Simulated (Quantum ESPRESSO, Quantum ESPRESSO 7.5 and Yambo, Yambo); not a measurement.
**Diamond (Fd-3m, 2 atoms a cell): G0W0 with Yambo, start to end**

Aim: the G0W0 gap of Diamond (Fd-3m, 2 atoms a cell) on PBE, step by step.

Main program and level: Quantum ESPRESSO 7.5 and Yambo 5.3.0; PBE and many-body steps on it, plane waves.

**Experimental background.**

- Gap 5.5 eV: band gap, experimental literature value; bulk crystal (quoted in “Fermi level pinning by defects can explain the large reported carbon 1s binding energy variations in diamond”, 2019, arxiv:1902.02958).

- Gap 5.47 eV: experimental band gap used as input; bulk crystal (quoted in “Enhanced Electron Emission Performance and Air‐Surface Stability in ScO‐Terminated Diamond for Thermionic Energy Converters”, 2024, pmc:11600692).

**1. The structure**

Symmetry: Fd-3m, No. 227, cubic system. The conventional cell has a = 3.567 Å, b = 3.567 Å, c = 3.567 Å, α = 90.00°, β = 90.00°, γ = 90.00°. Nearest to C lie 4 C at 1.54 Å.

The cell and positions come from the Crystallography Open Database and are kept as given unless a step says otherwise.

**2. Ground state**

This step: Quantum ESPRESSO 7.5; DFT, PBE, plane waves, norm-conserving pseudopotentials.

The ground-state density comes first.

pw.in reads:

```
&control
  calculation = 'scf'
  prefix = 'x'
  outdir = 'o'
  pseudo_dir = 'pseudo'
/
&system
  ibrav = 0
  nat = 2
  ntyp = 1
  ecutwfc = 74.0
  nbnd = 9
  force_symmorphic = .true.
/
&electrons
  conv_thr = 1e-10
  electron_maxstep = 80
  mixing_beta = 0.5
/
ATOMIC_SPECIES
  C 12.011 C.upf
CELL_PARAMETERS angstrom
  -0.0000000000 1.7833700000 1.7833700000
  1.7833700000 -0.0000000000 1.7833700000
  1.7833700000 1.7833700000 0.0000000000
ATOMIC_POSITIONS crystal
  C 0.0000000000 0.0000000000 0.0000000000
  C 0.2500000000 0.2500000000 0.2500000000
K_POINTS automatic
  10 10 10 0 0 0
```

The run is started by

```bash
OMP_NUM_THREADS=1 mpirun -n 4 pw.x -nk 4 -in pw.in > pw.out
```

The log of the run:

```text
Program PWSCF v.7.5 starts

     This program is part of the open-source Quantum ESPRESSO suite
     for quantum simulation of materials; please cite
         "P. Giannozzi et al., J. Phys.:Condens. Matter 21 395502 (2009);
         "P. Giannozzi et al., J. Phys.:Condens. Matter 29 465901 (2017);
         "P. Giannozzi et al., J. Chem. Phys. 152 154105 (2020);
     in publications or presentations arising from this work. More details at
     Message from routine setup:
     using ibrav=0 with symmetry is DISCOURAGED, use correct ibrav instead

     G-vector sticks info

     bravais-lattice index     =            0
     lattice parameter (alat)  =       4.7660  a.u.
     unit-cell volume          =      76.5510 (a.u.)^3
     number of atoms/cell      =            2
     number of atomic types    =            1
     number of electrons       =         8.00
     number of Kohn-Sham states=            9
     kinetic-energy cutoff     =      74.0000  Ry
     charge density cutoff     =     296.0000  Ry
     scf convergence threshold =      1.0E-10
     mixing beta               =       0.5000
     number of iterations used =            8  plain     mixing
     Exchange-correlation= PBE
                           (   1   4   3   4   0   0   0)

     celldm(1)=   4.766014  celldm(2)=   0.000000  celldm(3)=   0.000000
     celldm(4)=   0.000000  celldm(5)=   0.000000  celldm(6)=   0.000000

     crystal axes: (cart. coord. in units of alat)
               a(1) = (  -0.000000   0.707107   0.707107 )
               a(2) = (   0.707107  -0.000000   0.707107 )
               a(3) = (   0.707107   0.707107   0.000000 )

     reciprocal axes: (cart. coord. in units 2 pi/alat)
               b(1) = ( -0.707107  0.707107  0.707107 )
               b(2) = (  0.707107 -0.707107  0.707107 )
               b(3) = (  0.707107  0.707107 -0.707107 )
     Pseudo is Norm-conserving + core correction, Zval =  4.0
     Generated using ONCVPSP code by D. R. Hamann
     Using radial grid of 1248 points,  4 beta functions with:
     C                 4.00    12.01100     C ( 1.00)

     24 Sym. Ops. (no inversion) found

   Cartesian axes

     site n.     atom                  positions (alat units)
         1        C      tau(   1) = (   0.0000000   0.0000000   0.0000000  )
         2        C      tau(   2) = (   0.3535534   0.3535534   0.3535534  )

     number of k points=    47
                       cart. coord. in units 2pi/alat
        k(    1) = (   0.0000000   0.0000000   0.0000000), wk =   0.0020000
        k(    2) = (   0.0707107   0.0707107  -0.0707107), wk =   0.0160000
        k(    3) = (   0.1414214   0.1414214  -0.1414214), wk =   0.0160000
        k(    4) = (   0.2121320   0.2121320  -0.2121320), wk =   0.0160000
        k(    5) = (   0.2828427   0.2828427  -0.2828427), wk =   0.0160000
        k(    6) = (  -0.3535534  -0.3535534   0.3535534), wk =   0.0080000
        k(    7) = (   0.1414214  -0.0000000   0.0000000), wk =   0.0120000
        k(    8) = (   0.2121320   0.0707107  -0.0707107), wk =   0.0480000
        k(    9) = (   0.2828427   0.1414214  -0.1414214), wk =   0.0480000
        k(   10) = (   0.3535534   0.2121320  -0.2121320), wk =   0.0480000
     [... 35 further rows ...]
        k(   46) = (  -0.0707107  -0.3535534   0.6363961), wk =   0.0480000
        k(   47) = (  -0.7071068   0.2828427   0.0000000), wk =   0.0240000

     Dense  grid:     6615 G-vectors     FFT dimensions: (  27,  27,  27)

     Initial potential from superposition of free atoms

     starting charge       7.9999, renormalised to       8.0000
     Starting wfcs are    8 randomized atomic wfcs +    1 random wfcs

     per-process dynamical memory:     8.8 Mb

     Self-consistent Calculation

     iteration #  1     ecut=    74.00 Ry     beta= 0.50

     total energy              =     -24.07578109 Ry
     estimated scf accuracy    <       0.11539985 Ry

     iteration #  2     ecut=    74.00 Ry     beta= 0.50

     total energy              =     -24.07376405 Ry
     estimated scf accuracy    <       0.01688628 Ry

     iteration #  3     ecut=    74.00 Ry     beta= 0.50

     total energy              =     -24.07527947 Ry
     estimated scf accuracy    <       0.00018081 Ry

     iteration #  4     ecut=    74.00 Ry     beta= 0.50

     total energy              =     -24.07530937 Ry
     estimated scf accuracy    <       0.00000629 Ry

     iteration #  5     ecut=    74.00 Ry     beta= 0.50

     total energy              =     -24.07531040 Ry
     estimated scf accuracy    <       0.00000023 Ry

     iteration #  6     ecut=    74.00 Ry     beta= 0.50

     total energy              =     -24.07531036 Ry
     estimated scf accuracy    <       0.00000013 Ry

     iteration #  7     ecut=    74.00 Ry     beta= 0.50

     total energy              =     -24.07531038 Ry
     estimated scf accuracy    <          8.4E-09 Ry

     iteration #  8     ecut=    74.00 Ry     beta= 0.50

     End of self-consistent calculation

          k = 0.0000 0.0000 0.0000 (   869 PWs)   bands (ev):

    -8.1303  13.3585  13.3585  13.3585  18.9841  18.9841  18.9841  26.6878
    32.6551

          k = 0.0707 0.0707-0.0707 (   845 PWs)   bands (ev):

    -7.8537  11.6837  12.9120  12.9120  19.5707  19.5707  19.9297  26.9242
    33.0996

          k = 0.1414 0.1414-0.1414 (   833 PWs)   bands (ev):

    -7.0288   8.4748  12.0326  12.0326  20.7046  20.7046  21.1406  27.5827
    33.8681

          k = 0.2121 0.2121-0.2121 (   827 PWs)   bands (ev):

     [... further k-points ...]

     highest occupied, lowest unoccupied level (ev):    13.3585   17.5877

!    total energy              =     -24.07531038 Ry
     estimated scf accuracy    <          4.7E-12 Ry

     The total energy is the sum of the following terms:
     one-electron contribution =       8.24760034 Ry
     hartree contribution      =       1.93189067 Ry
     xc contribution           =      -8.68011289 Ry
     ewald contribution        =     -25.57468850 Ry

     convergence has been achieved in   8 iterations

     XML data file, charge density, pseudopotentials, collected wavefunctions

=------------------------------------------------------------------------------=
   JOB DONE.
=------------------------------------------------------------------------------=
```

Wall time 2.1 s (4 MPI ranks of Arm Neoverse V1, shared host); peak memory 0.17 GiB.

Numbers from this step:

* total energy: -327.5613 eV
* gap: 4.229 eV
* k of the valence top: 0, 0, 0
* k of the conduction bottom: 0, 0.4, 0.4
* least direct gap: 5.626 eV

The gap is indirect, with the least direct gap 1.40 eV higher.

**3. Bands along the symmetry lines**

Levels along a band path, at the cheap level, show where the edges lie and whether the meshes to come will hold them.

pw.in reads:

```
&control
  calculation = 'bands'
  prefix = 'x'
  outdir = 'o'
  pseudo_dir = 'pseudo'
/
&system
  ibrav = 0
  nat = 2
  ntyp = 1
  ecutwfc = 74.0
  nbnd = 10
  force_symmorphic = .true.
/
&electrons
  conv_thr = 1e-9
  electron_maxstep = 80
  diago_full_acc = .true.
  diago_thr_init = 5e-6
/
ATOMIC_SPECIES
  C 12.011 C.upf
CELL_PARAMETERS angstrom
  -0.0000000000 1.7833700000 1.7833700000
  1.7833700000 -0.0000000000 1.7833700000
  1.7833700000 1.7833700000 0.0000000000
ATOMIC_POSITIONS crystal
  C 0.0000000000 0.0000000000 0.0000000000
  C 0.2500000000 0.2500000000 0.2500000000
K_POINTS crystal
  50
  0.00000000 0.00000000 0.00000000 1
  0.06250000 0.00000000 0.06250000 1
  0.12500000 0.00000000 0.12500000 1
  0.18750000 0.00000000 0.18750000 1
  0.25000000 0.00000000 0.25000000 1
  0.31250000 0.00000000 0.31250000 1
  0.37500000 0.00000000 0.37500000 1
  0.43750000 0.00000000 0.43750000 1
  0.50000000 0.00000000 0.50000000 1
  0.51562500 0.03125000 0.51562500 1
  0.53125000 0.06250000 0.53125000 1
  0.54687500 0.09375000 0.54687500 1
  0.56250000 0.12500000 0.56250000 1
  0.57812500 0.15625000 0.57812500 1
  0.59375000 0.18750000 0.59375000 1
  0.60937500 0.21875000 0.60937500 1
  0.62500000 0.25000000 0.62500000 1
  0.37500000 0.37500000 0.75000000 1
  0.32812500 0.32812500 0.65625000 1
  0.28125000 0.28125000 0.56250000 1
  0.23437500 0.23437500 0.46875000 1
  0.18750000 0.18750000 0.37500000 1
  0.14062500 0.14062500 0.28125000 1
  0.09375000 0.09375000 0.18750000 1
  0.04687500 0.04687500 0.09375000 1
  0.00000000 0.00000000 0.00000000 1
  0.06250000 0.06250000 0.06250000 1
  0.12500000 0.12500000 0.12500000 1
  0.18750000 0.18750000 0.18750000 1
  0.25000000 0.25000000 0.25000000 1
  0.31250000 0.31250000 0.31250000 1
  0.37500000 0.37500000 0.37500000 1
  0.43750000 0.43750000 0.43750000 1
  0.50000000 0.50000000 0.50000000 1
  0.50000000 0.46875000 0.53125000 1
  0.50000000 0.43750000 0.56250000 1
  0.50000000 0.40625000 0.59375000 1
  0.50000000 0.37500000 0.62500000 1
  0.50000000 0.34375000 0.65625000 1
  0.50000000 0.31250000 0.68750000 1
  0.50000000 0.28125000 0.71875000 1
  0.50000000 0.25000000 0.75000000 1
  0.50000000 0.21875000 0.71875000 1
  0.50000000 0.18750000 0.68750000 1
  0.50000000 0.15625000 0.65625000 1
  0.50000000 0.12500000 0.62500000 1
  0.50000000 0.09375000 0.59375000 1
  0.50000000 0.06250000 0.56250000 1
  0.50000000 0.03125000 0.53125000 1
  0.50000000 0.00000000 0.50000000 1
```

The log of the run:

```text
[banner, memory and clock lines left out]
Program PWSCF v.7.5 starts

     Atomic positions and unit cell read from directory:
     o/x.save/

     Message from routine setup:
     using ibrav=0 with symmetry is DISCOURAGED, use correct ibrav instead

     G-vector sticks info

     bravais-lattice index     =            0
     lattice parameter (alat)  =       4.7660  a.u.
     unit-cell volume          =      76.5510 (a.u.)^3
     number of atoms/cell      =            2
     number of atomic types    =            1
     number of electrons       =         8.00
     number of Kohn-Sham states=           10
     kinetic-energy cutoff     =      74.0000  Ry
     charge density cutoff     =     296.0000  Ry
     Exchange-correlation= PBE
                           (   1   4   3   4   0   0   0)

     celldm(1)=   4.766014  celldm(2)=   0.000000  celldm(3)=   0.000000
     celldm(4)=   0.000000  celldm(5)=   0.000000  celldm(6)=   0.000000

     crystal axes: (cart. coord. in units of alat)
               a(1) = (  -0.000000   0.707107   0.707107 )
               a(2) = (   0.707107  -0.000000   0.707107 )
               a(3) = (   0.707107   0.707107   0.000000 )

     reciprocal axes: (cart. coord. in units 2 pi/alat)
               b(1) = ( -0.707107  0.707107  0.707107 )
               b(2) = (  0.707107 -0.707107  0.707107 )
               b(3) = (  0.707107  0.707107 -0.707107 )
     Pseudo is Norm-conserving + core correction, Zval =  4.0
     Generated using ONCVPSP code by D. R. Hamann
     Using radial grid of 1248 points,  4 beta functions with:
     C                 4.00    12.01100     C ( 1.00)

     24 Sym. Ops. (no inversion) found

   Cartesian axes

     site n.     atom                  positions (alat units)
         1        C      tau(   1) = (   0.0000000   0.0000000   0.0000000  )
         2        C      tau(   2) = (   0.3535534   0.3535534   0.3535534  )

     number of k points=    50
                       cart. coord. in units 2pi/alat
        k(    1) = (   0.0000000   0.0000000   0.0000000), wk =   0.0400000
        k(    2) = (   0.0000000   0.0883883   0.0000000), wk =   0.0400000
        k(    3) = (   0.0000000   0.1767767   0.0000000), wk =   0.0400000
[...]
[... 38 further rows ...]
        k(   49) = (   0.0441942   0.7071068   0.0000000), wk =   0.0400000
        k(   50) = (   0.0000000   0.7071068   0.0000000), wk =   0.0400000

     Dense  grid:     6615 G-vectors     FFT dimensions: (  27,  27,  27)

     The potential is recalculated from file :
     o/x.save/charge-density

     Starting wfcs are    8 randomized atomic wfcs +    2 random wfcs

     Band Structure Calculation

     End of band structure calculation

          k = 0.0000 0.0000 0.0000 (   869 PWs)   bands (ev):

    -8.1303  13.3585  13.3585  13.3585  18.9841  18.9841  18.9841  26.6878
    32.6551  40.2185

          k = 0.0000 0.0884 0.0000 (   857 PWs)   bands (ev):

    -7.9862  12.8048  12.8048  13.0081  18.8721  19.6614  19.6614  26.7808
    32.9077  37.0016

          k = 0.0000 0.1768 0.0000 (   841 PWs)   bands (ev):

    -7.5547  11.6312  11.6312  12.0337  18.5779  21.2005  21.2005  26.6860
    33.5980  34.2423

          k = 0.0000 0.2652-0.0000 (   833 PWs)   bands (ev):

[...]
k =-0.0000 0.4419 0.0000 (   829 PWs)   bands (ev):

[...]
k = 0.0000 0.5303-0.0000 (   817 PWs)   bands (ev):

[...]
k =-0.0000 0.6187 0.0000 (   810 PWs)   bands (ev):

[...]
k = 0.5303 0.5303-0.0000 (   824 PWs)   bands (ev):

[...]
k = 0.1326 0.7071-0.0000 (   812 PWs)   bands (ev):

[...]
k = 0.0884 0.7071-0.0000 (   814 PWs)   bands (ev):

[...]
k = 0.0442 0.7071 0.0000 (   810 PWs)   bands (ev):

     0.6056   0.6056   6.9628   6.9628  18.3335  18.3335  30.1085  30.1085
    36.5032  36.5032

          k = 0.0000 0.7071 0.0000 (   806 PWs)   bands (ev):

     0.5824   0.5824   7.0432   7.0432  18.1846  18.1846  30.1783  30.1783
    36.5918  36.5918

     XML data file, pseudopotentials, collected wavefunctions
```

Run time: 1.2 s. Hardware: 4 MPI ranks; peak memory 0.05 GiB; 4.7 s of CPU time.

This step gave:

```
gap                        : 4.190 eV
k of the valence top       : 0, 0, 0
k of the conduction bottom : 0.375, 0, 0.375
least direct gap           : 5.626 eV
```

The gap is 4.190 eV, −0.039 eV from the run before at this level.

Electronic bands along the path, in eV, zero at the top of the highest filled band; v1 is the highest filled band, c1 the lowest empty one:

| point | v4 | v3 | v2 | v1 | c1 | c2 | c3 | c4 |
| --- | --- | --- | --- | --- | --- | --- | --- | --- |
| Γ | -21.49 | 0.00 | 0.00 | 0.00 | 5.63 | 5.63 | 5.63 | 13.33 |
| halfway | -19.21 | -4.52 | -4.13 | -4.13 | 4.49 | 10.32 | 11.62 | 11.62 |
| X | -12.78 | -12.78 | -6.32 | -6.32 | 4.83 | 4.83 | 16.82 | 16.82 |
| halfway | -12.69 | -12.52 | -7.58 | -6.08 | 5.06 | 6.73 | 16.13 | 16.47 |
| U | -12.99 | -11.74 | -9.33 | -5.38 | 5.74 | 10.80 | 14.39 | 15.64 |
| jump to K | -12.99 | -11.74 | -9.33 | -5.38 | 5.74 | 10.80 | 14.39 | 15.64 |
| halfway | -18.93 | -6.52 | -5.57 | -1.75 | 8.19 | 8.69 | 10.10 | 13.68 |
| Γ | -21.49 | 0.00 | 0.00 | 0.00 | 5.63 | 5.63 | 5.63 | 13.33 |
| halfway | -19.77 | -6.60 | -1.75 | -1.75 | 7.83 | 7.83 | 8.19 | 14.64 |
| L | -15.71 | -13.39 | -2.81 | -2.81 | 8.52 | 8.52 | 8.89 | 15.71 |
| halfway | -14.70 | -12.38 | -6.32 | -4.70 | 8.36 | 9.50 | 13.08 | 14.89 |
| W | -11.99 | -11.99 | -8.33 | -8.33 | 10.68 | 10.68 | 12.35 | 12.35 |
| halfway | -12.44 | -12.44 | -7.33 | -7.33 | 6.93 | 6.93 | 15.58 | 15.58 |
| X | -12.78 | -12.78 | -6.32 | -6.32 | 4.83 | 4.83 | 16.82 | 16.82 |

The electronic bands as a text plot (rows in eV, shown from -8.0 to 10.2 only):

```
    9.8 |    +           +    +++                     ++ + +
    9.1 |                       +              +++++++ ++   +
    8.3 |       ++            +++++         +++++++++++
    7.5 |  ++           +   ++     ++      ++
    6.8 |         +    +   +     ++      ++                  +
    6.0 | +               +        +++  +                     +
    5.3 |++++      ++ ++++            ++                       ++
    4.5 |    ++++++++++
    3.7 |
    3.0 |
    2.2 |
    1.5 |
    0.7 |
    0.0 |**                        ******
   -0.8 | *                      **  *  ***
   -1.6 |  **                   *          **
   -2.3 |                     **   **    **  ***
   -3.1 |    *                                  *****
   -3.8 |     **            **   **                 **
   -4.6 |     **           *     **        *          *
   -5.3 |       **       **     *                    * *
   -6.1 |         *******                             *         *
   -6.9 |       **    *       ***           *           *     **
   -7.6 |              *                               * *   *
         Γ           X  U|K            Γ         L        W     X
```

(Part 1 of 3 ends here.)

[Paths, hosts, dates, memory and timing lines, banners, echoed tables and standing remarks are left out of the program output.]

[Logs are printed without paths, hosts, clocks, repeated set-up lines and the standing remarks that a program may print on its own settings, such as how far it seeks lower states.]

[Runs of the session that timed out or met a known fault of the program may be left out.]

[Hosts, paths, dates, database ids (printed as entryN), source tags and the programs' standing remarks are cut or masked in the printed files.]
